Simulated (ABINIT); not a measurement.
Planning a run of ABINIT 10.8.3 on Te2Mo (P6_3/mmc). The input:

```
acell 3*1.0 Angstrom
rprim 
  3.518200000003 -0.000000000001 0.000000000000
  -1.759100000001 3.046850575598 0.000000000000
  0.000000000000 0.000000000000 13.973600000000
ntypat 2
znucl 52 42
natom 6
typat 1 1 1 1 2 2
xred 
  0.333333333333 0.666666666667 0.621000000000
  0.666666666667 0.333333333333 0.121000000000
  0.333333333333 0.666666666667 0.879000000000
  0.666666666667 0.333333333333 0.379000000000
  0.333333333333 0.666666666667 0.250000000000
  0.666666666667 0.333333333333 0.750000000000
pp_dirpath "pseudos"
pseudos "Te.upf, Mo.upf"
ecut 39
ngkpt 3 3 1
nshiftk 1
shiftk 0 0 0
kptopt 1
chksymbreak 0
istwfk *1
occopt 1
irdwfk 1
optdriver 3
nband 175
ecuteps 4
inclvkb 2
awtr 1
symchi 1
indata_prefix "in"
outdata_prefix "out"
tmpdata_prefix "tmp"
```

```sh
OMP_NUM_THREADS=1 mpirun -n 4 abinit run.abi > log
```

How long will it take on 4 MPI ranks of Intel Xeon 6975P-C (Granite Rapids), shared host, and how much memory?

It took 2.4 min; on shared hardware allow 73 s to 4.9 min. Peak host memory was 2.1 GiB.

[Paths, hosts, dates, memory and timing lines, banners, echoed tables and standing remarks are left out of the program output.]

[Logs are printed without paths, hosts, clocks, repeated set-up lines and the standing remarks that a program may print on its own settings, such as how far it seeks lower states.]

[Runs of the session that timed out or met a known fault of the program may be left out.]

[Hosts, paths, dates, database ids (printed as entryN), source tags and the programs' standing remarks are cut or masked in the printed files.]

[G0W0 gaps are taken among the corrected bands and points alone; a level outside them can change the order at an edge.]

[Where Ansatz stands beside ABINIT at settings called matched, ABINIT's density can come from a denser mesh and the files from another edition; pairs whose starting gaps differed by over 0.03 eV were left out, so agreement reads better than it is.]
